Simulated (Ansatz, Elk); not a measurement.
# Mg2CrCu2: X-ray structure factors from the self-consistent density

The structure of Mg2CrCu2 used here is made up (a known structure type with other elements) and was relaxed beforehand with PBEsol. The aim is the Fourier transform of its all-electron density, F(hkl), set beside the sum over free spherical atoms that refinements use.

Program: Elk 11.2.3 (patched build). Level of theory: DFT, PBE, all-electron APW+lo, Dirac cores, scalar-relativistic bands, static density, ferromagnetic start. Results are calculated unless marked as measured.

The structure was built from a prototype and need not be the compound's stable phase.

## Step 1: The structure

The structure is orthorhombic, space group Immm (No. 71). Conventional cell: a = 4.135 Å, b = 5.124 Å, c = 7.544 Å, α = 90.00°, β = 90.00°, γ = 90.00°. Nearest to Cu lie 2 Cu at 2.36 to 2.76 Å and 2 Cr at 2.49 Å and 6 Mg at 2.66 to 2.81 Å. Cr has 4 Cu at 2.49 Å and 4 Mg at 2.97 Å nearest. Mg has 6 Cu at 2.66 to 2.81 Å and 2 Cr at 2.97 Å and 1 Mg at 3.00 Å nearest. Farther neighbours are not listed.

Coordinates:

```cif
data_structure
_symmetry_space_group_name_H-M 'P 1'
_symmetry_Int_Tables_number 1
_cell_length_a 5.0068
_cell_length_b 5.0068
_cell_length_c 5.0068
_cell_angle_alpha 131.217
_cell_angle_beta 118.440
_cell_angle_gamma 82.232
_cell_volume 79.93
loop_
_atom_site_label
_atom_site_type_symbol
_atom_site_fract_x
_atom_site_fract_y
_atom_site_fract_z
_atom_site_occupancy
Cu1 Cu 0.26940 0.50000 0.76940 1
Cu2 Cu 0.73060 0.50000 0.23060 1
Cr3 Cr 0.00000 0.00000 0.00000 1
Mg4 Mg 0.69857 0.19857 0.50000 1
Mg5 Mg 0.30143 0.80143 0.50000 1
```

## Step 2: Ground state and structure factors

An all-electron density is needed, since X-rays see the cores too. Task 0 finds the density and task 195 Fourier-transforms it; tshift is off so that phases refer to the origin typed.

The input, elk.in:

```
tasks
  0
  195
  196

xctype
  20

spinpol
  .true.

rgkmax
  7.0

gmaxvr
  14.0

lmaxo
  7

lmaxapw
  8

swidth
  0.002

tshift
  .false.

ramdisk
  .false.

hmaxvr
  5.5

maxscl
  120

epspot
  1e-06

reducebf
  0.8

sppath
  './'

avec
  -3.90727752062 4.84182680572 7.12805382883
  3.90727752062 -4.84182680572 7.12805382883
  3.90727752062 4.84182680572 -7.12805382883

atoms
  3
  'Cu.in'
  2
  0.2693983673 0.5000000000 0.7693983673   0.000000 0.000000 0.000000
  0.7306016327 0.5000000000 0.2306016327   0.000000 0.000000 0.000000
  'Cr.in'
  1
  0.0000000000 0.0000000000 0.0000000000   0.000000 0.000000 -0.155000
  'Mg.in'
  2
  0.6985675953 0.1985675953 0.5000000000   0.000000 0.000000 0.000000
  0.3014324047 0.8014324047 0.5000000000   0.000000 0.000000 0.000000

ngridk
  6 6 6
```

Command:

```sh
$ OMP_NUM_THREADS=4 elk
```

Numbers of over 12 decimals in the logs are rounded to 6 here.

The program printed:

```text
┌─────────────────────────┐
│ Elk code version 11.2.3 │
└─────────────────────────┘

All units are atomic (Hartree, Bohr, etc.)

┌─────────────────────────────────────────────────┐
│ Ground-state run starting from atomic densities │
└─────────────────────────────────────────────────┘

Lattice vectors :
  -3.907277521       4.841826806       7.128053829
   3.907277521      -4.841826806       7.128053829
   3.907277521       4.841826806      -7.128053829

Reciprocal lattice vectors :
  0.2419321122E-16  0.6488444919      0.4407363818
  0.8040362214      0.1166523263E-16  0.4407363818
  0.8040362214      0.6488444919     -0.1167812559E-16

Unit cell volume      :    539.4043833
Brillouin zone volume :   0.4598594693

Muffin-tin inner radius fraction :   0.1000000000E-01

Nuclei treated as point charges

Species : 1 (Cu)
 parameters loaded from : Cu.in
 name : copper
 nuclear charge    :   -29.00000000
 electronic charge :    29.00000000
 atomic mass :    115837.2717
 muffin-tin radius :    2.208066333
 number of radial points in muffin-tin :    993
 inner part over the whole radius :   0.9980638126E-02
 number on inner part of muffin-tin    :    700
 approximate nuclear radius :   0.7406004541E-04
 number of mesh points to nuclear radius :    338
 atomic positions (lattice), magnetic fields (Cartesian) :
  1 :   0.26939837  0.50000000 -0.23060163    0.00000000  0.00000000  0.00000000
  2 :  -0.26939837  0.50000000  0.23060163    0.00000000  0.00000000  0.00000000

Species : 2 (Cr)
 parameters loaded from : Cr.in
 name : chromium
 nuclear charge    :   -24.00000000
 electronic charge :    24.00000000
 atomic mass :    94783.09202
 muffin-tin radius :    2.400000000
 number of radial points in muffin-tin :    993
 inner part over the whole radius :   0.9857795597E-02
 number on inner part of muffin-tin    :    699
 approximate nuclear radius :   0.6987106690E-04
 number of mesh points to nuclear radius :    328
 atomic positions (lattice), magnetic fields (Cartesian) :
  1 :   0.00000000  0.00000000  0.00000000    0.00000000  0.00000000 -0.15500000

Species : 3 (Mg)
 parameters loaded from : Mg.in
 name : magnesium
 nuclear charge    :   -12.00000000
 electronic charge :    12.00000000
 atomic mass :    44305.30466
 muffin-tin radius :    2.200000000
 number of radial points in muffin-tin :    793
 inner part over the whole radius :   0.9941530515E-02
 number on inner part of muffin-tin    :    552
 approximate nuclear radius :   0.5710277704E-04
 number of mesh points to nuclear radius :    241
 atomic positions (lattice), magnetic fields (Cartesian) :
  1 :  -0.30143240  0.19856760  0.50000000    0.00000000  0.00000000  0.00000000
  2 :   0.30143240 -0.19856760  0.50000000    0.00000000  0.00000000  0.00000000

Total number of atoms per unit cell :    5
Total muffin-tin volume :    237.2995989
 ratio of muffin-tin to unit cell volume :   0.4399289406

Spin treatment :
 spin-polarised
 global magnetic field (Cartesian) :    0.000000000       0.000000000       0.000000000
 collinear magnetisation in z-direction

Number of Bravais lattice symmetries :    8
Number of crystal symmetries         :    8
Crystal has inversion symmetry
Real symmetric eigensolver will be used

k-point grid :      6     6     6
k-point offset :    0.000000000       0.000000000       0.000000000
k-point set is reduced with full crystal symmetry group
Total number of k-points :       46

Muffin-tin radius times maximum |G+k| :    7.000000000
 using average radius
Maximum |G+k| for APW functions       :    3.120505172
Maximum (1/2)|G+k|²                   :    4.868776265
Maximum |G| for potential and density :    14.00000000
Constant for pseudocharge density :    8
 order of it for each species :   15  15  15
 order of it for pair densities of each species (exact exchange by exxq0 0: 16) :    9  11   9
Radial integration step length :    1

G-vector grid sizes :     45    45    45
Number of G-vectors :    24999

Maximum angular momentum used for
[...]
RMS change in Kohn-Sham potential (target) :    2.467028818     (  0.1000000000E-05)
Absolute change in total energy (target)   :    2.386232607     (  0.1000000000E-03)

[... loops 3 to 19 left out ...]

┌──────────────────┐
│ Loop number : 20 │
└──────────────────┘

Energies :
 Fermi                       :     0.202044
 sum of occupied eigenvalues :     -2722.3311901085
 electron kinetic            :      4831.0186583817
 core electron kinetic       :      4230.3410257955
 Coulomb                     :     -9375.5229198469
 Coulomb potential           :     -7271.6908075502
 nuclear-nuclear             :     -701.15554338100
 electron-nuclear            :     -10097.595382269
 Hartree                     :      1423.2280058034
 Madelung                    :     -5739.6775160718
 xc potential                :     -281.44733324432
 xc effective B-field        :    -0.211680
 external B-field            :      0.000000
 exchange                    :     -212.31217920854
 correlation                 :     -4.753793
 electron entropic           :    -0.10511282033056E-02
 total energy                :     -4761.5712849938
 (external B-field energy excluded from total)

Density of states at Fermi energy :    81.91640179
 (states/Hartree/unit cell)

Estimated indirect band gap :   0.2405301180E-03
 from k-point 27 to k-point 18
Estimated direct band gap   :   0.2729874180E-02
 at k-point 17

Charges :
 core                        :    38.00000000
 valence                     :    68.00000000
 interstitial                :    6.542919249
 muffin-tins (core leakage)
  species : 1 (Cu)
[...]
species : 2 (Cr)
[...]
species : 3 (Mg)
[...]
total in muffin-tins        :    99.45708075
 total calculated charge     :    105.9989813
 total charge                :    106.0000000
 error                       :   0.1018687684E-02

Moments :
 interstitial                :   0.3156794090
 muffin-tins
  species : 1 (Cu)
[...]
species : 2 (Cr)
[...]
species : 3 (Mg)
[...]
total in muffin-tins        :    3.494813965
 total moment                :    3.810493374

RMS change in Kohn-Sham potential (target) :   0.4562576143E-06 (  0.1000000000E-05)
Absolute change in total energy (target)   :   0.5277120999E-04 (  0.1000000000E-03)

Convergence targets achieved

┌──────────────────┐
│ Loop number : 21 │
└──────────────────┘

Energies :
 Fermi                       :     0.202044
 sum of occupied eigenvalues :     -2722.3311807717
 electron kinetic            :      4831.0186490584
 core electron kinetic       :      4230.3410280994
 Coulomb                     :     -9375.5229015904
 Coulomb potential           :     -7271.6908276570
 nuclear-nuclear             :     -701.15554338100
 electron-nuclear            :     -10097.595325689
 Hartree                     :      1423.2279674793
 Madelung                    :     -5739.6774877618
 xc potential                :     -281.44729479381
 xc effective B-field        :    -0.211679
 external B-field            :      0.000000
 exchange                    :     -212.31217681195
 correlation                 :     -4.753793
 electron entropic           :    -0.10511217229079E-02
 total energy                :     -4761.5712736251
 (external B-field energy excluded from total)

Density of states at Fermi energy :    81.91567968
 (states/Hartree/unit cell)

Estimated indirect band gap :   0.2402645787E-03
 from k-point 27 to k-point 18
Estimated direct band gap   :   0.2730158679E-02
 at k-point 17

Charges :
 core                        :    38.00000000
 valence                     :    68.00000000
 interstitial                :    6.542920347
 muffin-tins (core leakage)
  species : 1 (Cu)
[...]
species : 2 (Cr)
   atom 1                    :    22.67298455     ( -0.2234888505E-06)
  species : 3 (Mg)
   atom 1                    :    10.52612961     ( -0.9828258918E-07)
   atom 2                    :    10.52612961     ( -0.9828258918E-07)
 total in muffin-tins        :    99.45707965
 total calculated charge     :    105.9989813
 total charge                :    106.0000000
 error                       :   0.1018687924E-02

Moments :
 interstitial                :   0.3156927083
 muffin-tins
  species : 1 (Cu)
[...]
species : 2 (Cr)
   atom 1                    :    3.370504942
  species : 3 (Mg)
   atom 1                    :  -0.1702954114E-01
   atom 2                    :  -0.1702954114E-01
 total in muffin-tins        :    3.494810030
 total moment                :    3.810502739

┌──────────────────────────────┐
│ Self-consistent loop stopped │
└──────────────────────────────┘

Warning : core states of species 1 leak from the muffin-tin :   0.4558647528E-03

Wrote STATE.OUT
```

Wall time 13 min (4 threads of Arm Neoverse N1, shared host); peak memory 0.43 GiB.

SFACRHO.OUT:

```text

h k l indices transformed by vhmat matrix:
   1.000000000       0.000000000       0.000000000    
   0.000000000       1.000000000       0.000000000    
   0.000000000       0.000000000       1.000000000    

      h      k      l  multipl.   |H|            Re(F)            Im(F)           |F|

      0      0      0      1   0.0000000       106.00000      0.28593751E-16   106.00000    
      0      1     -1      4  0.78437729       8.2383020     -0.18714349E-14   8.2383020    
     -1     -1      1      2  0.88147276       56.688489      0.14035762E-13   56.688489    
     -1      0      1      4  0.91690938      -24.875386      -0.0000000       24.875386    
     -1      1      0      4   1.0331861       6.8404483     -0.39895565E-14   6.8404483    
     -1      1     -1      2   1.2976890      -9.7966564      0.14982357E-13   9.7966564    
      1      1     -2      8   1.3581118       37.150555      0.10292892E-13   37.150555    
      1      2     -2      4   1.4728327       25.644409      0.12164327E-13   25.644409    
     -1     -2      1      4   1.5474855      -40.572393     -0.84214570E-14   40.572393    
      2      0      0      4   1.5687546      -38.708741      -0.0000000       38.708741    
     -1      0     -1      8   1.5889366       63.991678      0.65500221E-14   63.991678    
      1     -1     -1      2   1.6080724       76.047239      0.10264696E-13   76.047239    
      2      2     -2      2   1.7629455       61.756081     -0.10292892E-13   61.756081    
      2     -1     -1      8   1.7891743       5.7554731     -0.18714349E-14   5.7554731    
     -2      0      2      4   1.8338188       43.997061      0.28071523E-14   43.997061    
     -2      1     -1      4   1.9958059       24.091097     -0.28071523E-14   24.091097    
      0     -3      2      8   2.0195811       40.351815      0.39300133E-13   40.351815    
     -2     -2      3      8   2.0433919       15.363056      0.93571745E-14   15.363056
```

Elk indexes on the primitive cell of elk.in and gives |H| = 4π sin θ/λ in inverse bohr. Below, one row stands for each form hkl of the conventional cell (m members, Friedel mates merged), F is for one primitive cell and the density is static (no thermal factor). Free-atom factors are Waasmaier and Kirfel's, and R is Σm||F|−|F'||/Σm|F|.

```tsv
hkl	m	sin θ/λ (Å⁻¹)	abs F, DFT	neutral atoms	diff.
011	4	0.118	8.238	8.302	-0.064
002	2	0.133	56.688	56.935	-0.246
101	4	0.138	24.875	24.969	-0.093
110	4	0.155	6.840	7.128	-0.287
020	2	0.195	9.797	9.989	-0.193
112	8	0.204	37.151	37.660	-0.509
013	4	0.222	25.644	25.922	-0.277
103	4	0.233	40.572	41.213	-0.641
022	4	0.236	38.709	39.269	-0.561
121	8	0.239	63.992	65.052	-1.060
200	2	0.242	76.047	77.193	-1.146
004	2	0.265	61.756	62.677	-0.921
211	8	0.269	5.755	5.854	-0.099
202	4	0.276	43.997	44.850	-0.853
031	4	0.300	24.091	24.439	-0.348
123	8	0.304	40.352	40.964	-0.612
114	8	0.307	15.363	15.471	-0.108
220	4	0.311	8.127	8.576	-0.449
```

## Step 3: The magnetisation density

The same run holds the spin density, and task 196 transforms it. The order is that of the start, and no other was tried.

SFACMAG_1.OUT:

```text

h k l indices transformed by vhmat matrix:
   1.000000000       0.000000000       0.000000000    
   0.000000000       1.000000000       0.000000000    
   0.000000000       0.000000000       1.000000000    

      h      k      l  multipl.   |H|            Re(F)            Im(F)           |F|

      0      0      0      1   0.0000000       3.8105029      0.23363601E-17   3.8105029    
      0      1     -1      4  0.78437729       2.9564784     -0.39749716E-16   2.9564784    
     -1     -1      1      2  0.88147276       2.9076301     -0.24900684E-16   2.9076301    
     -1      0      1      4  0.91690938       2.7379332     -0.43861755E-16   2.7379332    
     -1      1      0      4   1.0331861       2.6689292      0.70987543E-17   2.6689292    
     -1      1     -1      2   1.2976890       1.8970421     -0.20460352E-17   1.8970421    
      1      1     -2      8   1.3581118       1.9783962      0.56540544E-16   1.9783962    
      1      2     -2      4   1.4728327       1.6443284     -0.49116028E-16   1.6443284    
     -1     -2      1      4   1.5474855       1.4253538     -0.79956325E-17   1.4253538    
      2      0      0      4   1.5687546       1.4317501     -0.79956325E-18   1.4317501    
     -1      0     -1      8   1.5889366       1.7484150     -0.68533993E-18   1.7484150    
      1     -1     -1      2   1.6080724       1.8226184      0.28419610E-16   1.8226184    
      2      2     -2      2   1.7629455       1.4307575     -0.34095661E-16   1.4307575    
      2     -1     -1      8   1.7891743       1.3835473      0.89094190E-17   1.3835473    
     -2      0      2      4   1.8338188       1.4864120      0.24272456E-17   1.4864120    
     -2      1     -1      4   1.9958059       1.2182480      0.24329567E-16   1.2182480
```

The total moment is 3.81 μB a cell; sphere moments: Cu1 +0.08, Cu2 +0.08, Cr3 +3.37, Mg4 -0.02, Mg5 -0.02 μB. Polarised neutrons measure spin and orbital magnetisation together; without spin-orbit coupling the run gives the spin part:

```tsv
hkl	sin θ/λ (Å⁻¹)	abs F_M (μB)
011	0.118	2.957
002	0.133	2.908
101	0.138	2.738
110	0.155	2.669
020	0.195	1.897
112	0.204	1.978
013	0.222	1.644
103	0.233	1.425
022	0.236	1.432
121	0.239	1.748
200	0.242	1.823
004	0.265	1.431
211	0.269	1.383
202	0.276	1.486
```

(Part 1 of 2 ends here.)

[Logs are printed without paths, hosts, clocks, repeated set-up lines and the standing remarks that a program may print on its own settings, such as how far it seeks lower states.]

[Hosts, paths, dates, database ids (printed as entryN), source tags and the programs' standing remarks are cut or masked in the printed files.]
